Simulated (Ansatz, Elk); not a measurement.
## Bonding as seen by X-rays: TlB4Rh

The structure of TlB4Rh used here is made up (a known structure type with other elements) and was relaxed beforehand with r2SCAN. The aim is the Fourier transform of its all-electron density, F(hkl), set beside the sum over free spherical atoms that refinements use.

Main program and level: Elk 11.2.3 (patched build); DFT, PBE, all-electron APW+lo, Dirac cores, scalar-relativistic bands, static density, no spin.

The structure was built from a prototype and need not be the compound's stable phase.

### Step 1. Set-up

Symmetry: P-6m2, No. 187, hexagonal system. Conventional cell: a = 2.987 Å, b = 2.987 Å, c = 9.501 Å, α = 90.00°, β = 90.00°, γ = 120.00°. Tl has 6 Tl at 2.99 Å and 2 B at 3.02 Å nearest. Nearest to Rh lie 8 B at 2.03 to 2.44 Å. B has 9 B at 1.75 to 2.99 Å and 3 Rh at 2.44 Å and 1 Tl at 3.02 Å nearest. Nearest to B lie 3 B at 1.75 Å and 1 Rh at 2.03 Å. Farther neighbours are not listed.

### Step 2. Ground state and structure factors

An all-electron density is needed, since X-rays see the cores too. Task 0 finds the density and task 195 Fourier-transforms it; tshift is off so that phases refer to the origin typed.

The input, elk.in:

```
tasks
  0
  195

xctype
  20

spinpol
  .false.

rgkmax
  7.0

gmaxvr
  14.0

lmaxo
  7

lmaxapw
  8

swidth
  0.002

tshift
  .false.

ramdisk
  .false.

hmaxvr
  5.5

maxscl
  120

epspot
  1e-06

sppath
  './'

avec
  5.64442624975 -0.00000000000 0.00000000000
  -2.82221312487 4.88821652207 0.00000000000
  0.00000000000 0.00000000000 17.95361061725

atoms
  3
  'Tl.in'
  1
  0.6666666667 0.3333333333 0.0000000000   0.000000 0.000000 0.000000
  'Rh.in'
  1
  -0.0000000000 0.0000000000 0.5000000000   0.000000 0.000000 0.000000
  'B.in'
  4
  0.6666666667 0.3333333333 0.3181240878   0.000000 0.000000 0.000000
  -0.0000000000 0.0000000000 0.2858647217   0.000000 0.000000 0.000000
  -0.0000000000 0.0000000000 0.7141352783   0.000000 0.000000 0.000000
  0.6666666667 0.3333333333 0.6818759122   0.000000 0.000000 0.000000

ngridk
  9 9 3
```

Launch:

```console
OMP_NUM_THREADS=4 elk
```

Numbers of over 12 decimals in the logs are rounded to 6 here.

What it wrote:

```text
┌─────────────────────────┐
│ Elk code version 11.2.3 │
└─────────────────────────┘

All units are atomic (Hartree, Bohr, etc.)

┌─────────────────────────────────────────────────┐
│ Ground-state run starting from atomic densities │
└─────────────────────────────────────────────────┘

Lattice vectors :
   5.644426250      -0.000000000       0.000000000
  -2.822213125       4.888216522       0.000000000
   0.000000000       0.000000000       17.95361062

Reciprocal lattice vectors :
   1.113166340      0.6426868858      -0.000000000
   0.000000000       1.285373772      -0.000000000
  -0.000000000      -0.000000000      0.3499677831

Unit cell volume      :    495.3612600
Brillouin zone volume :   0.5007460887

Muffin-tin inner radius fraction :   0.1000000000E-01

Nuclei treated as point charges

Species : 1 (Tl)
 parameters loaded from : Tl.in
 name : thallium
 nuclear charge    :   -81.00000000
 electronic charge :    81.00000000
 atomic mass :    372567.9643
 muffin-tin radius :    2.797213125
 number of radial points in muffin-tin :   1393
 inner part over the whole radius :   0.9896724928E-02
 number on inner part of muffin-tin    :   1000
 approximate nuclear radius :   0.1043008296E-03
 number of mesh points to nuclear radius :    525
 atomic positions (lattice), magnetic fields (Cartesian) :
  1 :   0.66666667  0.33333333  0.00000000    0.00000000  0.00000000  0.00000000

Species : 2 (Rh)
 parameters loaded from : Rh.in
 name : rhodium
 nuclear charge    :   -45.00000000
 electronic charge :    45.00000000
 atomic mass :    187585.2511
 muffin-tin radius :    2.242205376
 number of radial points in muffin-tin :   1193
 inner part over the whole radius :   0.9960295240E-02
 number on inner part of muffin-tin    :    846
 approximate nuclear radius :   0.8524867730E-04
 number of mesh points to nuclear radius :    427
 atomic positions (lattice), magnetic fields (Cartesian) :
  1 :   0.00000000  0.00000000  0.50000000    0.00000000  0.00000000  0.00000000

Species : 3 (B)
 parameters loaded from : B.in
 name : boron
 nuclear charge    :   -5.000000000
 electronic charge :    5.000000000
 atomic mass :    19707.24742
 muffin-tin radius :    1.552296030
 number of radial points in muffin-tin :    593
 inner part over the whole radius :   0.9942150892E-02
 number on inner part of muffin-tin    :    403
 approximate nuclear radius :   0.4534157419E-04
 number of mesh points to nuclear radius :    163
 atomic positions (lattice), magnetic fields (Cartesian) :
  1 :   0.66666667  0.33333333  0.31812409    0.00000000  0.00000000  0.00000000
  2 :   0.00000000  0.00000000  0.28586472    0.00000000  0.00000000  0.00000000
  3 :   0.00000000  0.00000000  0.71413528    0.00000000  0.00000000  0.00000000
  4 :   0.66666667  0.33333333  0.68187591    0.00000000  0.00000000  0.00000000

Total number of atoms per unit cell :    6
Total muffin-tin volume :    201.5686241
 ratio of muffin-tin to unit cell volume :   0.4069123695

Spin treatment :
 spin-unpolarised

Number of Bravais lattice symmetries :   24
Number of crystal symmetries         :   12
Crystal has no inversion symmetry
Complex Hermitian eigensolver will be used

k-point grid :      9     9     3
k-point offset :    0.000000000       0.000000000       0.000000000
k-point set is reduced with full crystal symmetry group
Total number of k-points :       38

Muffin-tin radius times maximum |G+k| :    7.000000000
 using average radius
Maximum |G+k| for APW functions       :    3.733797114
Maximum (1/2)|G+k|²                   :    6.970620444
Maximum |G| for potential and density :    14.00000000
Constant for pseudocharge density :   10
 order of it for each species :   17  17  17
 order of it for pair densities of each species (exact exchange by exxq0 0: 18) :   17  14   5
Radial integration step length :    1

G-vector grid sizes :     27    27    81
Number of G-vectors :    22965

Maximum angular momentum used for
 APW functions            :    8
 outer part of muffin-tin :    7
[...]
exchange                    :     -527.90179662115
 correlation                 :     -8.053053
 electron entropic           :    -0.12112723172592E-02
 total energy                :     -25174.356184343

Density of states at Fermi energy :    88.89970600
 (states/Hartree/unit cell)

Estimated indirect band gap :   0.1125386624E-02
 from k-point 3 to k-point 32
Estimated direct band gap   :   0.7756962828E-02
 at k-point 19

Charges :
 core                        :    98.00000000
 valence                     :    48.00000000
 interstitial                :    10.45561843
 muffin-tins (core leakage)
  species : 1 (Tl)
[...]
species : 2 (Rh)
[...]
species : 3 (B)
[...]
total in muffin-tins        :    135.5443816
 total calculated charge     :    145.9970805
 total charge                :    146.0000000
 error                       :   0.2919522262E-02

RMS change in Kohn-Sham potential (target) :    3.513656328     (  0.1000000000E-05)
Absolute change in total energy (target)   :    1.119670806     (  0.1000000000E-03)

[... loops 3 to 21 left out ...]

┌──────────────────┐
│ Loop number : 22 │
└──────────────────┘

Energies :
 Fermi                       :     0.294997
 sum of occupied eigenvalues :     -15427.243115040
 electron kinetic            :      28601.673539608
 core electron kinetic       :      28208.583504593
 Coulomb                     :     -53237.639811394
 Coulomb potential           :     -43326.917939070
 nuclear-nuclear             :     -1794.9625818618
 electron-nuclear            :     -59591.840403105
 Hartree                     :      8149.1631735731
 Madelung                    :     -31574.180841859
 xc potential                :     -701.99871557759
 exchange                    :     -529.07001524195
 correlation                 :     -8.086886
 electron entropic           :    -0.13125024621758E-02
 total energy                :     -25173.124485773

Density of states at Fermi energy :    97.80278726
 (states/Hartree/unit cell)

Estimated indirect band gap :   0.3211127616E-02
 from k-point 7 to k-point 35
Estimated direct band gap   :   0.1023043129E-01
 at k-point 33

Charges :
 core                        :    98.00000000
 valence                     :    48.00000000
 interstitial                :    9.586540865
 muffin-tins (core leakage)
  species : 1 (Tl)
[...]
species : 2 (Rh)
[...]
species : 3 (B)
[...]
total in muffin-tins        :    136.4134591
 total calculated charge     :    145.9972320
 total charge                :    146.0000000
 error                       :   0.2768047542E-02

RMS change in Kohn-Sham potential (target) :   0.8826715969E-06 (  0.1000000000E-05)
Absolute change in total energy (target)   :   0.8672966942E-05 (  0.1000000000E-03)

Convergence targets achieved

┌──────────────────┐
│ Loop number : 23 │
└──────────────────┘

Energies :
 Fermi                       :     0.294997
 sum of occupied eigenvalues :     -15427.243116808
 electron kinetic            :      28601.673521798
 core electron kinetic       :      28208.583500661
 Coulomb                     :     -53237.639797182
 Coulomb potential           :     -43326.917919748
 nuclear-nuclear             :     -1794.9625818618
 electron-nuclear            :     -59591.840392207
 Hartree                     :      8149.1631768864
 Madelung                    :     -31574.180837309
 xc potential                :     -701.99871885829
 exchange                    :     -529.07001342086
 correlation                 :     -8.086886
 electron entropic           :    -0.13124993632915E-02
 total energy                :     -25173.124487529

Density of states at Fermi energy :    97.80253763
 (states/Hartree/unit cell)

Estimated indirect band gap :   0.3211214728E-02
 from k-point 7 to k-point 35
Estimated direct band gap   :   0.1023041601E-01
 at k-point 33

Charges :
 core                        :    98.00000000
 valence                     :    48.00000000
 interstitial                :    9.586542072
 muffin-tins (core leakage)
  species : 1 (Tl)
[...]
species : 2 (Rh)
[...]
species : 3 (B)
[...]
atom 2                    :    3.433420169     (  0.3800598413E-03)
   atom 3                    :    3.433420169     (  0.3800598413E-03)
   atom 4                    :    3.388008005     (  0.3760148765E-03)
 total in muffin-tins        :    136.4134579
 total calculated charge     :    145.9972320
 total charge                :    146.0000000
 error                       :   0.2768047617E-02

┌──────────────────────────────┐
│ Self-consistent loop stopped │
└──────────────────────────────┘

Warning : core states of species 3 leak from the muffin-tin :   0.3800598413E-03

Wrote STATE.OUT
```

Elapsed: 96 s, on 4 threads of Arm Neoverse V1, shared host; peak memory 0.19 GiB.

SFACRHO.OUT:

```text

h k l indices transformed by vhmat matrix:
   1.000000000       0.000000000       0.000000000    
   0.000000000       1.000000000       0.000000000    
   0.000000000       0.000000000       1.000000000    

      h      k      l  multipl.   |H|            Re(F)            Im(F)           |F|

      0      0      0      1   0.0000000       146.00000      0.13062170E-15   146.00000    
      0      0     -1      2  0.34996778       29.529106     -0.47262314E-14   29.529106    
      0      0      2      2  0.69993557       104.93983     -0.66596898E-14   104.93983    
      0      0      3      2   1.0499033       44.740759      0.13641623E-13   44.740759    
      1      0      0      3   1.2853738       4.5605443      -65.114772       65.274283    
     -1      0      0      3   1.2853738       4.5605443       65.114772       65.274283    
      0      1      1      6   1.3321648      -70.356221       57.456897       90.836628    
     -1      1      1      6   1.3321648      -70.356221      -57.456897       90.836628    
      0      0      4      2   1.3998711       106.02851     -0.20623555E-13   106.02851    
      0      1      2      6   1.4635899      -1.8118901       55.079676       55.109470    
     -1      1      2      6   1.4635899      -1.8118901      -55.079676       55.109470    
      0     -1      3      6   1.6596635      -64.612650      -60.000862       88.175382    
     -1      0      3      6   1.6596635      -64.612650       60.000862       88.175382    
      0      0     -5      2   1.7498389       23.091182     -0.27283245E-13   23.091182    
      0      1     -4      6   1.9004802       3.0619181       53.227946       53.315941    
      0     -1     -4      6   1.9004802       3.0619181      -53.227946       53.315941    
      0      0     -6      2   2.0998067       92.331560      0.21268041E-13   92.331560    
     -1      0      5      6   2.1712029      -60.835899       48.220059       77.628478
```

Elk indexes on the primitive cell of elk.in and gives |H| = 4π sin θ/λ in inverse bohr. Below, one row stands for each form hkl of the conventional cell (m members, Friedel mates merged), F is for one primitive cell and the density is static (no thermal factor). Free-atom factors are Waasmaier and Kirfel's, and R is Σm||F|−|F'||/Σm|F|.

| hkl | m | sin θ/λ (Å⁻¹) | abs F, DFT | neutral atoms | diff. | abs of complex diff. |
| --- | --- | --- | --- | --- | --- | --- |
| 001 | 2 | 0.053 | 29.529 | 29.684 | -0.155 | 0.155 |
| 002 | 2 | 0.105 | 104.940 | 105.558 | -0.618 | 0.618 |
| 003 | 2 | 0.158 | 44.741 | 43.880 | +0.860 | 0.860 |
| 100 | 6 | 0.193 | 65.274 | 65.045 | +0.229 | 0.229 |
| 101 | 12 | 0.200 | 90.837 | 91.113 | -0.276 | 0.277 |
| 004 | 2 | 0.210 | 106.028 | 105.942 | +0.086 | 0.086 |
| 102 | 12 | 0.220 | 55.109 | 55.376 | -0.267 | 0.389 |
| 103 | 12 | 0.250 | 88.175 | 88.437 | -0.262 | 0.440 |
| 005 | 2 | 0.263 | 23.091 | 23.619 | -0.528 | 0.528 |
| 104 | 12 | 0.286 | 53.316 | 53.319 | -0.003 | 0.137 |
| 006 | 2 | 0.316 | 92.332 | 92.111 | +0.221 | 0.221 |
| 105 | 12 | 0.327 | 77.629 | 77.662 | -0.033 | 0.196 |
| 110 | 6 | 0.335 | 94.615 | 94.865 | -0.250 | 0.250 |
| 111 | 12 | 0.339 | 27.011 | 26.956 | +0.055 | 0.055 |

### Step 3. The highest occupied states alone

An energy window below the Fermi level keeps the highest occupied states, to see at which angles they scatter; shallow core shells can lie inside it and anion s states outside. No new self-consistency is needed.

elk.in: that of step 2 with these lines changed.

```diff
@@ -1,3 +1,2 @@
 tasks
-  0
   195
@@ -40,2 +39,5 @@
 
+wsfac
+  -0.145990 0.595000
+
 sppath
```

Launch:

```console
OMP_NUM_THREADS=4 elk
```

What it wrote:

```text
┌─────────────────────────────────┐
│ Elk code version 11.2.3 started │
└─────────────────────────────────┘

Info(readinput): the functional depends on the density's gradient
 muffin-tin radial points multiplied by    2.00000
 (not where nrmtscf is given)

┌────────────────────┐
│ Current task : 195 │
└────────────────────┘
Info(checkmt): changed muffin-tin radius of species 1 (Tl) from   2.8000 to   2.7972
Info(checkmt): changed muffin-tin radius of species 2 (Rh) from   2.6000 to   2.2422
Info(checkmt): changed muffin-tin radius of species 3 (B) from   1.8000 to   1.5523

Info(sfacrho): density structure factors written to SFACRHO.OUT

 Energy window :  -0.1459900000      0.5950000000

┌──────────────────┐
│ Elk code stopped │
└──────────────────┘
```

Elapsed: 12 s, on 4 threads; peak memory 0.16 GiB; 16 s of CPU time.

States within 12 eV below the Fermi level hold 30.94 electrons; any levels below the window count with the cores, and a count that is not whole means the window cuts a band. Their amplitudes can exceed the total, where window and core parts have opposite phase:

```csv
hkl,sin θ/λ (Å⁻¹),"abs F, window","abs F, all"
001,0.053,2.583,29.529
002,0.105,7.043,104.940
003,0.158,5.005,44.741
100,0.193,5.978,65.274
101,0.200,6.123,90.837
004,0.210,7.278,106.028
102,0.220,2.083,55.109
103,0.250,4.310,88.175
005,0.263,1.833,23.091
104,0.286,1.729,53.316
```

### Step 4. Another functional

The difference from free atoms is small, so it is set against the change that LDA (Perdew-Wang) makes.

elk.in: that of step 3 with these lines changed.

```diff
@@ -1,2 +1,3 @@
 tasks
+  0
   195
@@ -4,3 +5,3 @@
 xctype
-  20
+  3
 
@@ -39,5 +40,2 @@
 
-wsfac
-  -0.145990 0.595000
-
 sppath
```

Launch:

```console
OMP_NUM_THREADS=4 elk
```

What it wrote:

```text
┌─────────────────────────┐
│ Elk code version 11.2.3 │
└─────────────────────────┘

All units are atomic (Hartree, Bohr, etc.)

┌─────────────────────────────────────────────────┐
│ Ground-state run starting from atomic densities │
└─────────────────────────────────────────────────┘

Lattice vectors :
   5.644426250      -0.000000000       0.000000000
  -2.822213125       4.888216522       0.000000000
   0.000000000       0.000000000       17.95361062

Reciprocal lattice vectors :
   1.113166340      0.6426868858      -0.000000000
[...]
species : 1 (Tl)
[...]
species : 2 (Rh)
[...]
species : 3 (B)
[...]
atom 3                    :    3.433825801     (  0.4070639734E-03)
   atom 4                    :    3.389315711     (  0.4030499355E-03)
 total in muffin-tins        :    136.4306095
 total calculated charge     :    145.9971046
 total charge                :    146.0000000
 error                       :   0.2895436354E-02

┌──────────────────────────────┐
│ Self-consistent loop stopped │
└──────────────────────────────┘

Warning : core states of species 3 leak from the muffin-tin :   0.4070639734E-03

Wrote STATE.OUT
[key lines of the parts left out:]
total energy                :     -25156.643425842
```

Run time: 70 s. Hardware: 4 threads; peak memory 0.16 GiB; 4.1 min of CPU time.

Against the first run R = 0.03 %; the largest change is -0.042 at 004.

### Step 5. Basis size

The basis and the expansions that go with it are enlarged, to see whether the differences are converged.

elk.in: that of step 4 with these lines changed.

```diff
@@ -5,3 +5,3 @@
 xctype
-  3
+  20
 
@@ -11,12 +11,12 @@
 rgkmax
-  7.0
+  8.5
 
 gmaxvr
-  14.0
+  18.0
 
 lmaxo
-  7
+  9
 
 lmaxapw
-  8
+  10
```

Launch:

```console
OMP_NUM_THREADS=4 elk
```

What it wrote:

```text
┌─────────────────────────┐
│ Elk code version 11.2.3 │
└─────────────────────────┘

All units are atomic (Hartree, Bohr, etc.)

┌─────────────────────────────────────────────────┐
│ Ground-state run starting from atomic densities │
└─────────────────────────────────────────────────┘

Lattice vectors :
   5.644426250      -0.000000000       0.000000000
  -2.822213125       4.888216522       0.000000000
   0.000000000       0.000000000       17.95361062

Reciprocal lattice vectors :
   1.113166340      0.6426868858      -0.000000000
[...]
species : 1 (Tl)
[...]
species : 2 (Rh)
[...]
species : 3 (B)
[...]
atom 3                    :    3.435442600     (  0.3802052271E-03)
   atom 4                    :    3.390319741     (  0.3761956536E-03)
 total in muffin-tins        :    136.4268848
 total calculated charge     :    145.9983057
 total charge                :    146.0000000
 error                       :   0.1694263708E-02

┌──────────────────────────────┐
│ Self-consistent loop stopped │
└──────────────────────────────┘

Warning : core states of species 3 leak from the muffin-tin :   0.3802052271E-03

Wrote STATE.OUT
[key lines of the parts left out:]
total energy                :     -25173.128822664
```

It took 5.6 min on 4 threads; peak memory 0.37 GiB; 20 min of CPU time.

Against the first run R = 0.00 %; the largest change is -0.010 at 0 0 10.

### Step 6. Settings against the effect

| run | R against the first run (%) | R against neutral atoms, low angle (%) | wall time |
| --- | --- | --- | --- |
| PBE, rgkmax 7 | 0.00 | 0.35 | 96 s |
| LDA (Perdew-Wang) | 0.03 | 0.36 | 70 s |
| rgkmax 8.5 with larger expansions | 0.00 | 0.35 | 5.6 min |

### Step 7. Summary of results

```
R against neutral atoms, sin θ/λ < 0.3 Å⁻¹ : 0.35 %
R against neutral atoms, 0.3 to 0.82 Å⁻¹   : 0.12 %
```

What this shows: Independent neutral atoms miss the calculated amplitudes by R = 0.35 % below 0.3 Å⁻¹ and 0.12 % from there to 0.82 Å⁻¹; by shells, 0.57 % below 0.15 Å⁻¹ (2 forms), 0.33 % 0.15 to 0.3 (8 forms), 0.14 % 0.3 to 0.45 (17 forms), 0.11 % above 0.45 (83 forms). Bonding, aspherical density and the tables' own atoms all enter these figures, and the runs don't part them. The largest change of an amplitude is +0.86 electrons, at 003. R counts amplitudes alone; phases shift too. The window's part falls from 30.9 electrons at the origin to at most 0.67 between 0.45 and 0.82 Å⁻¹. The window holds more than the 24 outer electrons of the free atoms, so shallow core shells lie inside it. Below 0.3 Å⁻¹ the changes that finished (LDA (Perdew-Wang) and rgkmax 8.5 with larger expansions) move F by R = 0.02 % at most, against the 0.35 % that separates it from free atoms. The k-mesh has no finished test. These runs have no spin, though d or f shells may be open. Spin-orbit coupling is left out, which can matter for elements this heavy. Part of the difference isn't bonding: the tables are fits to free atoms and ions calculated by other methods than this functional. Thermal motion, anomalous dispersion and extinction are left out.

[Logs are printed without paths, hosts, clocks, repeated set-up lines and the standing remarks that a program may print on its own settings, such as how far it seeks lower states.]

[Hosts, paths, dates, database ids (printed as entryN), source tags and the programs' standing remarks are cut or masked in the printed files.]
